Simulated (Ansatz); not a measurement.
# What SrAlH3 (Pm-3m) distorts into, part 3 of 3

Which phase does SrAlH3 (Pm-3m) fall into along its unstable mode, and how much energy does it gain?

Ansatz 0.2.0; DFT PBEsol, scalar-relativistic, plane waves, PAW; PAW set soft_1.

So far. Step 5 (Energy along the mode, all amplitudes (two of the runs …): The energy still falls at the last step, so the rise lies beyond the steps tried. Step 7 (The new phase in its own primitive cell): The largest force component left is 0.31 meV/Å and the pressure is 0.001 GPa, within the tolerances set. The cell now holds 15.26 Å³/atom. The relaxed cell has a, b, c = 5.057, 3.633, 8.304 Å (conventional setting).

## (8) Modes of the new phase, k-mesh 8×10×4

A relaxed structure may still be a saddle point, so its zone-centre modes are computed. No field response is asked, since the mesh shows no gap.

input.yaml

```yaml
crystal:
  lattice:
    - [5.0572830876, 0.0, 0.0]
    - [0.0, 3.6333969242, 0.0]
    - [0.0, 0.0, 8.30422784]
  atoms:
    - { symbol: Sr, position: [0.25, 0.5, 0.7853444882] }
    - { symbol: Sr, position: [0.75, 0.5, 0.2146555118] }
    - { symbol: Al, position: [0.25, 0.0, 0.4086853625] }
    - { symbol: Al, position: [0.75, 0.0, 0.5913146375] }
    - { symbol: H, position: [0.25, 0.0, 0.6146414015] }
    - { symbol: H, position: [0.75, 0.0, 0.3853585985] }
    - { symbol: H, position: [0.5, 0.5, 0.0] }
    - { symbol: H, position: [0.0, 0.5, 0.5] }
    - { symbol: H, position: [0.0, 0.5, 0.0] }
    - { symbol: H, position: [0.5, 0.5, 0.5] }
kpoints:
  mp_grid: { grid: [8, 10, 4] }
hamiltonian:
  xc: pbesol
  pseudopotentials: { kind: paw, azcp: { folder: soft_1 }, xc_functional: pbe }
scf:
  occupations: { method: methfessel_paxton, width: 0.2 }
output:
  eigenvalues: true
phonons:
  method: dfpt
```

On the command line:

```
> ansatz run input.yaml --threads 4 --pin off --max-ram 10240MiB --backend cpu --events-out ev --progress --plain --runs-dir out
```

The program printed:

```text
zone centre: on kpoints.mp_grid the ground state, and the responses unless they are solved on pairs of k-points, stand on 108 of the mesh's 320 k-points, reduced under 2 symmetry operations, with k and −k counted as one. Each operation leaves every solved displacement unchanged or reverses it
[...]
Crystal: 10 atoms, lattice volume = 152.591 Å³
Basis set: ecut = 420 eV, 2979 PW (Γ), exchange–correlation on 72×50×120 points (8 copies of the dense FFT grid, shifted against one another)
Bands: 26, of which v1, the nominal top of the filled ones, is band 16 counted from 1 (15 counted from 0)
Symmetry: 8 space group operations
k-points: 108 of 320 (irreducible under 2 space group operations, time reversal used)
[...]
SCF iter   1: F=—  HF=-8128.972143 eV  |F-HF|=—  |Δ(HF+E_count)|=         —  Δρ=5.37e-2  dr2=6.78e0  ethr=3.10e-3  ⟨swp⟩=10.1  Hψ=20277  notcnv=0
[...]
SCF iter  14: F=-8126.636523 eV  HF=-8126.636523 eV  |F-HF|=9.09e-13  |Δ(HF+E_count)|=  3.37e-11  S|Δr|=    0.00e0  Δρ=4.53e-8  dr2=7.47e-12  ethr=1.00e-12  ⟨swp⟩=16.2  Hψ=20009  notcnv=0
SCF 1 converged in 14 iterations: F = -8126.636523 eV  dr2 = 7.47e-12
[...]
DFPT response loops at Γ: preconditioner auto → Kerker (q_TF=auto, 2.103 Å⁻¹) (partly filled bands, converged f_vac=0.000); β = 1.00, the filter's whole step (`scf.mixing.beta` (0.50) is not read by the response loops under this deck's `scf.mixing.preconditioner`; to damp them name `kerker` or `kerker_dos`, under which they read `scf.mixing.beta`, and type it under 1.00, their step now; both keys bind the ground state too); Broyden in place of MSR1
SCF converged after 14 iterations
[...]
Free energy (F): -8126.636523 eV
[...]
Internal energy: -8126.639402 eV  (E = F + TS)
E sigma→0 (E₀):  -8126.637243 eV
Entropy (-TS):   0.002879 eV (0.288 meV/atom)
Fermi energy:    4.375459 eV
[...]
--- Band table (eV; the first three rows and the last of 108) ---
  k-point 0: bands = [... 12 lower, 1.6515, 2.1332, 4.0011, 4.1774, 6.4279, 6.6923, 6.9068, 7.1067, ... 6 higher]
  k-point 1: bands = [... 12 lower, 2.0433, 2.1357, 3.8691, 3.9325, 6.5153, 6.6955, 6.7789, 7.1506, ... 6 higher]
  k-point 2: bands = [... 12 lower, 2.1367, 2.4693, 3.4870, 3.8675, 6.5995, 6.6830, 6.6988, 7.1094, ... 6 higher]
  k-point 107: bands = [... 12 lower, 2.4959, 2.4959, 3.4490, 3.4490, 6.7069, 6.7069, 6.7676, 6.7676, ... 6 higher]
--- Phonons (Γ-DFPT): 15 representative perturbations + reference, on 108 of 320 k-points (Σ response iterations 47) ---
  k mesh reduced under 2 symmetry operations, with k and −k counted as one. Each operation leaves every solved displacement unchanged or reverses it
  ASR residual: 4.086e-5 → 0.000e0 eV/Å²; symmetrization residual: 2.989e-7 eV/Å²
  ASR residual per site (eV/Å²): 2.09e-5 2.09e-5 4.09e-5 4.09e-5 1.35e-5 1.35e-5 7.92e-6 1.16e-5 7.92e-6 1.16e-5
  Γ frequencies (cm⁻¹): -711.85 -662.71 -590.49 -509.70 -420.45 -405.81 -131.13 0.00 0.00 0.00 67.70 93.63 95.78 135.40 182.78 217.36 243.25 253.55 295.19 320.05 502.40 597.29 811.07 845.60 1062.69 1096.74 1427.88 1456.49 1499.57 1543.17
  non-analytic LO–TO correction: not included (Born effective charges unavailable; polar crystals: no LO–TO splitting at Γ)
```

Wall time 2.5 min (4 threads of Arm Neoverse V1, shared host); peak memory 1.5 GiB.

This step gave:

```yaml
sum_rule_residual_before_enforcement: 4.09e-5 eV/Å²
point_group: mmm
highest_optical_mode_at_the_zone_centre_no_lo_to_term: 1543 cm⁻¹
lowest_optical_zone_centre_mode: -711.9 cm⁻¹
```

Patterns of degenerate modes are one choice out of their space. The modes at Γ (shares of kinetic energy by element, %) (negative means imaginary):

```tsv
mode	frequency (cm⁻¹)	symmetry	Sr %	Al %	H %
1	-711.9	B2g	0	0	100
2	-662.7	Au	0	0	100
3	-590.5	B3u	0	4	96
4	-509.7	B2u	1	18	82
5	-420.4	B3u	1	1	98
6	-405.8	B2u	2	1	97
7	-131.1	B3g	0	100	0
8	0.0	acoustic	74	23	3
9	0.0	acoustic	74	23	3
10	0.0	acoustic	74	23	3
11	67.7	B3g	99	0	0
12	93.6	B2g	99	1	0
13	95.8	B3u	24	68	8
14	135.4	Ag	93	7	0
15	182.8	B1u	25	72	4
16	217.4	B2u	22	59	19
17	243.2	Ag	7	92	1
18	253.6	B2g	1	99	0
19	295.2	B3u	0	4	96
20	320.1	Au	0	0	100
21	502.4	B1u	0	1	99
22	597.3	B1u	0	0	100
23	811.1	B3u	0	0	100
24	845.6	B1u	0	2	98
25	1062.7	B3g	0	0	100
26	1096.7	B2u	0	0	100
27	1427.9	B3u	0	0	100
28	1456.5	B1u	1	1	99
29	1499.6	Ag	0	2	98
30	1543.2	B1u	0	2	98
```

Displacements in mode 1 (-711.9 cm⁻¹), the largest set to 1:
```
Sr1 -0.01  0.00  0.00
Sr2  0.01  0.00  0.00
Al3 -0.01  0.00  0.00
Al4  0.01  0.00  0.00
H5   1.00  0.00  0.00
H6  -1.00  0.00  0.00
H7   0.00  0.00  0.00
H8   0.00  0.00  0.00
H9   0.00  0.00  0.00
H10  0.00  0.00  0.00
```

Displacements in mode 25 (1062.7 cm⁻¹), the largest set to 1:
```
Sr1  0.00 -0.01  0.00
Sr2  0.00  0.01  0.00
Al3  0.00  0.00  0.00
Al4  0.00  0.00  0.00
H5   0.00  1.00  0.00
H6   0.00 -1.00  0.00
H7   0.00  0.00  0.00
H8   0.00  0.00  0.00
H9   0.00  0.00  0.00
H10  0.00  0.00  0.00
```

Before it was imposed, the acoustic sum rule was missed by 4.1e-5 eV/Å². Small misses are needed for a sound result but don't prove that mesh and cutoff are converged. The lowest optical mode is imaginary, 711.9i cm⁻¹, so the energy falls along it.

## (9) Results

| Quantity | Value |
| --- | --- |
| unstable mode of the parent | q = (0, -0.5, -0.5), 742i cm⁻¹ |
| depth at the lowest point sampled | 42.3 meV/atom |
| largest atomic shift at that point | 0.6 Å |
| space group reached | Pmma |
| energy gained over the parent (first relaxation, on the mesh of the frozen mode) | 249 meV/atom |
| volume per atom, phase reached | 15.3 Å³ |
| lowest optical zone-centre mode, phase reached | -712 cm⁻¹ |
| highest optical mode at the zone centre (no LO-TO term), phase reached | 1543 cm⁻¹ |

**Reading.** Along this mode the structure falls into Pmma, 249 meV/atom below the parent. At the parent's cell the well is 42.25 meV/atom deep on the steps tried, with its lowest point at a shift of 0.6 Å. That is the last step tried, so the steps alone don't bracket the bottom of the well. Relaxing atoms and cell changes the gain by +206.80 meV/atom against the lowest step (energies at zero smearing). Most of the total comes from this relaxation. The new phase still has an imaginary mode at the zone centre of its cell, so it is a saddle point on the way to a lower structure. Of the 6 patterns followed from this parent, this one ends 267 meV/atom above the lowest, R3m. Each path keeps the symmetry of its pattern, so a lower phase may lie along a pattern not tried. With no gap, or one that is small against the smearing, the frequencies hang on the k mesh and the smearing, most of all near Kohn anomalies. The volume moved by more than a tenth on the k mesh of the start, so the energy gain is rough. The PAW files were made for PBE and serve the other functionals too. A phonon run warned that its eigensolver left some bands unconverged in a pass.

[Long decimals in the printed logs are rounded to 6 places.]

[Logs are printed without paths, hosts, clocks, repeated set-up lines and the standing remarks that a program may print on its own settings, such as how far it seeks lower states.]

[Hosts, paths, dates, database ids (printed as entryN), source tags and the programs' standing remarks are cut or masked in the printed files.]

[Where the starting crystal was built by hand or by swapping elements, it need not be the compound's stable phase.]
